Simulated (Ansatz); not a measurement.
## Lattice dynamics of AgGeF3 (model cell, started as cubic perovskite with Ge in the octahedra)

How does AgGeF3 (model cell, started as cubic perovskite with Ge in the octahedra) vibrate, and is this structure a minimum?

Method: DFT PBEsol, scalar-relativistic, plane waves, PAW; PAW set soft_1, in Ansatz 0.2.0.

Most raw output is cut from this account.

The structure was built from a prototype and need not be the compound's stable phase.

### Step 1. The structure

Symmetry: Pm-3m, No. 221, cubic system. Conventional cell: a = 4.371 Å, b = 4.371 Å, c = 4.371 Å, α = 90.00°, β = 90.00°, γ = 90.00°. Nearest to Ag lie 12 F at 3.09 Å. Nearest to Ge lie 6 F at 2.19 Å. Nearest to F lie 2 Ge at 2.19 Å. Farther neighbours and most contacts between anions are not listed.

### Step 2. Bringing the structure to rest

The cell and atoms are relaxed, since residual forces and stress would shift the frequencies.

File input.yaml:

```yaml
crystal:
  lattice:
    - [4.3708, 0.0, 0.0]
    - [0.0, 4.3708, 0.0]
    - [0.0, 0.0, 4.3708]
  atoms:
    - { symbol: Ag, position: [0.0, 0.0, 0.0] }
    - { symbol: Ge, position: [0.5, 0.5, 0.5] }
    - { symbol: F, position: [0.5, 0.5, 0.0] }
    - { symbol: F, position: [0.5, 0.0, 0.5] }
    - { symbol: F, position: [0.0, 0.5, 0.5] }
kpoints:
  mp_grid: { grid: [8, 8, 8] }
hamiltonian:
  xc: pbesol
  pseudopotentials: { kind: paw, azcp: { folder: soft_1 }, xc_functional: pbe }
scf:
  occupations: { method: gaussian, width: 0.1 }
output:
  forces: true
  stress: true
  eigenvalues: true
relax:
  adjacent_minimum: "off"
  f_tol: 0.005
  max_steps: 80
  cell: { stress_tol: 0.05 }
```

Launch:

```console
$ ansatz run input.yaml --threads 4 --pin off --max-ram 16384MiB --backend cpu --events-out ev --progress --plain --runs-dir out
```

It took 10 s on 4 threads of Arm Neoverse V2, shared host; peak memory 0.38 GiB; 38 s of CPU time.

Step by step:

```csv
step,energy less that of the first step (eV),largest force component (eV/Å),pressure (GPa),volume (Å³)
1,0.0000,0.0000,-3.85,83.50
2,-0.0746,0.0000,-1.25,79.39
3,-0.0845,0.0000,0.18,77.55
4,-0.0842,0.0000,0.00,77.76
5*,-0.0771,0.0000,-0.19,77.76
6,-0.0777,0.0000,0.00,77.53
7*,-0.0772,0.0000,-0.01,77.53
```

Relaxation steps marked * repeat the geometry before them on a plane-wave basis chosen anew for their cell, so energy and pressure can jump there.

Forces are held to the 48 operations that the run works with; a distortion that breaks them can't arise in this run.

```csv
"conventional cell, symmetrised",before,after,change
a (Å),4.371,4.264,-2.4 %
b (Å),4.371,4.264,-2.4 %
c (Å),4.371,4.264,-2.4 %
volume (Å³/atom),16.70,15.51,-7.2 %
```

Final coordinates:

```xyz
5
Lattice="4.2640 0.0000 0.0000 0.0000 4.2640 0.0000 0.0000 0.0000 4.2640" Properties=species:S:1:pos:R:3 pbc="T T T"
Ag    0.0000    0.0000    0.0000
Ge    2.1320    2.1320    2.1320
F     2.1320    2.1320    0.0000
F     2.1320    0.0000    2.1320
F     0.0000    2.1320    2.1320
```

Numbers from this step:

```yaml
pressure: -0.005452 GPa
volume_per_atom: 15.51 Å³
gap_on_the_k_mesh: 0 eV
```

In this step the volume went from 16.70 to 15.51 Å³/atom.

### Step 3. Relaxing to small forces for the phonons

Phonons need a cell at rest on their own settings, so the relaxation is repeated with tight tolerances on forces and stress, using the mesh and the filling of the phonon run that follows.

input.yaml, the sections that differ from step 2:

```yaml
crystal:
  lattice:
    - [4.2639971677, 0.0, 0.0]
    - [0.0, 4.2639971677, 0.0]
    - [0.0, 0.0, 4.2639971677]
  atoms:
    - { symbol: Ag, position: [0.0, 0.0, 0.0] }
    - { symbol: Ge, position: [0.5, 0.5, 0.5] }
    - { symbol: F, position: [0.5, 0.5, 0.0] }
    - { symbol: F, position: [0.5, 0.0, 0.5] }
    - { symbol: F, position: [0.0, 0.5, 0.5] }
scf:
  occupations: { method: methfessel_paxton, width: 0.2 }
relax:
  adjacent_minimum: "off"
  f_tol: 0.001
  max_steps: 60
  cell: { stress_tol: 0.01 }
# kpoints, hamiltonian, output: as in step 2
```

Run time: 3.2 s. Hardware: 4 threads; peak memory 0.36 GiB; 12 s of CPU time.

Little changed from the start: no atom moved by 0.005 Å and no cell edge by 0.1 %.

Numbers from this step:

```
pressure : 0.008782 GPa
```

The forces vanish by symmetry and the pressure is 0.009 GPa, within the tolerances set. The cell now holds 15.51 Å³/atom.

### Step 4. Zone-centre response

The zone centre comes first: it holds the modes that light can see, as far as symmetry allows. No field response is asked, since the mesh shows no gap.

input.yaml: that of step 3 with these lines changed.

```diff
@@ -19,9 +19,4 @@
 output:
-  forces: true
-  stress: true
   eigenvalues: true
-relax:
-  adjacent_minimum: "off"
-  f_tol: 0.001
-  max_steps: 60
-  cell: { stress_tol: 0.01 }
+phonons:
+  method: dfpt
```

Wall time 40 s (4 threads); peak memory 1.1 GiB.

This step gave:

* sum-rule residual before enforcement: 1.77e-5 eV/Å²
* point group: m-3m
* highest optical mode at the zone centre (no LO-TO term): 122.2 cm⁻¹
* lowest optical zone-centre mode: -189.9 cm⁻¹

Patterns of degenerate modes are one choice out of their space. The modes at Γ (shares of kinetic energy by element, %) (negative means imaginary):

```csv
mode,frequency (cm⁻¹),symmetry,Ag %,Ge %,F %
1,-189.9,T1u,0,4,95
2,-189.9,T1u,0,4,95
3,-189.9,T1u,0,4,95
4,-79.3,T2u,0,0,100
5,-79.3,T2u,0,0,100
6,-79.3,T2u,0,0,100
7,-76.3,T1u,48,6,47
8,-76.3,T1u,48,6,47
9,-76.3,T1u,48,6,47
10,0.0,acoustic,45,31,24
11,0.0,acoustic,45,31,24
12,0.0,acoustic,45,31,24
13,122.2,T1u,7,59,34
14,122.2,T1u,7,59,34
15,122.2,T1u,7,59,34
```

Displacements in mode 1 (-189.9 cm⁻¹), the largest set to 1:
```
Ag1  0.00  0.01  0.01
Ge2  0.00 -0.11 -0.12
F3   0.00 -0.29  1.00
F4   0.00  0.95 -0.31
F5   0.00 -0.29 -0.31
```

Displacements in mode 4 (-79.3 cm⁻¹), the largest set to 1:
```
Ag1  0.00  0.00  0.00
Ge2  0.00  0.00  0.00
F3  -0.44  0.31  0.00
F4   0.44  0.00 -1.00
F5   0.00 -0.31  1.00
```

Before it was imposed, the acoustic sum rule was missed by 1.8e-5 eV/Å². Small misses are needed for a sound result but don't prove that mesh and cutoff are converged. The lowest optical mode is imaginary, 189.9i cm⁻¹, so the energy falls along it.

### Step 5. The dispersion

Stability and thermal properties need the whole zone. Linear response on a 4×4×4 q mesh gives force constants as far as a supercell of that size would.

input.yaml: that of step 4 with these lines changed.

```diff
@@ -22 +22,8 @@
   method: dfpt
+  qmesh: [4, 4, 4]
+  temperatures: { t_max: 1000, t_step: 50 }
+  qpath:
+    path:
+      - [[0.0, 0.0, 0.0], [0.0, 0.5, 0.0], [0.5, 0.5, 0.0], [0.0, 0.0, 0.0], [0.5, 0.5, 0.5], [0.0, 0.5, 0.0]]
+      - [[0.5, 0.5, 0.5], [0.5, 0.5, 0.0]]
+    npoints: 10
```

The job ended after 16 min (4 threads; peak memory 2.8 GiB; 64 min of CPU time).

Numbers from this step:

```yaml
sum_rule_residual_before_enforcement: 2.05e-5 eV/Å²
lowest_frequency_on_the_path: -189.9 cm⁻¹
highest_frequency_on_the_path_or_at_a_solved_wavevector: 344.4 cm⁻¹
lowest_mode_on_the_q_mesh_acoustic_modes_at_gamma_apart: -189.9 cm⁻¹
```

Frequencies (cm⁻¹) solved at each irreducible wavevector; negative means imaginary. Frequencies by wavevector, by row:

```csv
q in reciprocal lattice units,star,mode 1,mode 2,mode 3,mode 4,mode 13,mode 14,mode 15
0 0 0,1,-189.9,-189.9,-189.9,-79.3,122.2,122.2,122.2
0 0 0.25,6,-187.4,-187.4,-108,-76.5,114.4,162.1,226.8
0 0 -0.5,3,-185.5,-185.5,-105.1,-75.1,102.4,227.4,325.5
0 0.25 0.25,12,-184.2,-114.8,-106.9,-88.4,167.6,224.7,235.2
0 0.25 -0.5,12,-181.5,-122.2,-94.9,-84.9,228.1,229.1,326.3
0 -0.5 -0.5,3,-177.9,-134.6,-89.3,-89.3,224.3,322.6,343
0.25 0.25 0.25,8,-116.5,-116.5,-110.9,-60.9,222.5,222.5,251
0.25 0.25 -0.5,12,-124.3,-120.8,-115.7,-61.8,225.2,245.5,331.3
0.25 -0.5 -0.5,6,-135.8,-123.7,-123.7,-62.5,226.1,322.1,327.4
-0.5 -0.5 -0.5,1,-137.1,-137.1,-137.1,-62.4,216.2,321.3,321.3
```

Interpolated from a 4×4×4 q mesh. The phonon branches at the labelled points (cm⁻¹):

```csv
point,branch 1,branch 2,branch 3,branch 4,branch 12,branch 13,branch 14,branch 15
Γ,-190,-190,-190,-79,0,122,122,122
halfway,-187,-187,-108,-76,114,114,162,227
X,-186,-186,-105,-75,102,102,227,326
halfway,-182,-122,-95,-85,160,228,229,326
M,-178,-135,-89,-89,224,224,322,343
halfway,-184,-115,-107,-88,150,168,225,235
Γ,-190,-190,-190,-79,0,122,122,122
halfway,-116,-116,-111,-61,165,222,222,251
R,-137,-137,-137,-62,214,216,321,321
halfway,-124,-121,-116,-62,220,225,246,331
X,-186,-186,-105,-75,102,102,227,326
jump to R,-137,-137,-137,-62,214,216,321,321
halfway,-136,-124,-124,-62,220,226,322,327
M,-178,-135,-89,-89,224,224,322,343
```

The phonon density of states has structure finer than the step of the table below, so its rows give means over 20 cm⁻¹, whole bins alone (the curve runs from -192 to 348 cm⁻¹). Peaks (cm⁻¹: height): -117.5: 0.0816, -62.5: 0.234, 122.5: 0.0534, 222.5: 0.0468.

Tetrahedra on a 16×16×16 mesh, mean over bins of 5 cm-1. Interpolated from a 4×4×4 q mesh. Phonon density of states against wavenumber; means over each step:

```csv
wavenumber (cm⁻¹),phonon density of states (1/cm⁻¹/cell)
-180,0.0159
-160,0.0117
-140,0.0228
-120,0.0688
-100,0.0440
-80,0.0420
-60,0.106
-40,0.0342
-20,0.00980
0,0.0105
20,0.0191
40,0.0266
60,0.0216
80,0.0207
100,0.0347
120,0.0492
140,0.0262
160,0.0218
180,0.0233
200,0.0261
220,0.0367
240,0.0107
260,0.00922
280,0.0117
300,0.0150
320,0.0255
```

The partial phonon density of states has structure finer than the step of the table below, so its rows give means over 20 cm⁻¹, whole bins alone (the curve runs from -200 to 362 cm⁻¹). Peaks (cm⁻¹: height): Ag -62.2: 0.097, 40.2: 0.0142; F -164.6: 0.0213, -115.2: 0.0768, -62.2: 0.0653, 82.5: 0.0346, 213.2: 0.0217, 273.2: 0.0271, 308.5: 0.0317; Ge 114.3: 0.0194, 149.6: 0.0337, 184.9: 0.0302, 213.2: 0.0371.

Phonopy on the run's constants, 13x13x13 mesh, Gaussian sigma 4.0 cm-1. Interpolated from a 4×4×4 q mesh. The partial phonon density of states by wavenumber; means over each step; values in 1/cm⁻¹/cell:

```csv
wavenumber (cm⁻¹),Ag,F,Ge
-180,1.9e-5,0.0122,3.0e-4
-160,5.1e-5,0.0164,3.9e-4
-140,1.0e-4,0.0190,1.1e-4
-120,0.00142,0.0659,0.00125
-100,0.00231,0.0432,8.2e-4
-80,0.00934,0.0304,8.8e-4
-60,0.0612,0.0422,0.00168
-40,0.0308,0.00401,0.00100
-20,0.00941,0.00382,9.9e-4
0,0.00396,0.00157,9.6e-4
20,0.00729,0.00447,0.00183
40,0.0109,0.0147,0.00200
60,0.00333,0.0116,0.00112
80,0.00276,0.0273,0.00585
100,0.00209,0.0201,0.0120
120,0.00222,0.0218,0.0153
140,9.2e-4,0.0126,0.0168
160,6.0e-4,0.00721,0.0158
180,3.1e-4,0.00309,0.0162
200,3.0e-4,0.00700,0.0171
220,5.9e-4,0.0134,0.0317
240,3.7e-5,8.7e-4,0.00219
260,1.6e-5,0.00799,8.7e-4
280,5.3e-5,0.0134,0.00165
300,1.5e-5,0.0131,5.5e-4
320,2.2e-5,0.0241,5.4e-4
340,3.3e-6,0.00660,7.2e-5
```

Symmetry leaves 10 wavevectors to solve. The lowest mode among them, the acoustic zeros apart, lies at Γ and is imaginary, 189.9i cm⁻¹, so the energy falls along it.

### Step 6. What came out

```yaml
space_group_after_relaxation_within_0p01_a: Pm-3m
volume_per_atom: 15.5 Å³
electronic_character: no gap on this mesh
highest_optical_mode_at_the_zone_centre_no_lo_to_term: 122 cm⁻¹
lowest_optical_zone_centre_mode: -190 cm⁻¹
lowest_mode_on_the_q_mesh_acoustic_modes_at_gamma_apart: -190 cm⁻¹
highest_frequency_on_the_path_or_at_a_solved_wavevector: 344 cm⁻¹
imaginary_modes_on_the_4x4x4_q_mesh: yes
```

What this shows: Modes are clearly imaginary (beyond 10i cm⁻¹) at 10 of the 10 irreducible wavevectors, most at Γ (189.9i cm⁻¹), so this structure is not a minimum of the energy. The optical modes at Γ span -190 to 122 cm⁻¹ (negative means imaginary). With no gap, or one that is small against the smearing, the frequencies hang on the k mesh and the smearing, most of all near Kohn anomalies. The PAW files were made for PBE and serve the other functionals too. The starting cell was built on a prototype and not taken from a measurement, so the phase need not exist. These are harmonic frequencies at zero temperature: anharmonic shifts, linewidths and thermal expansion are left out.

[Logs are printed without paths, hosts, clocks, repeated set-up lines and the standing remarks that a program may print on its own settings, such as how far it seeks lower states.]

[Hosts, paths, dates, database ids (printed as entryN), source tags and the programs' standing remarks are cut or masked in the printed files.]
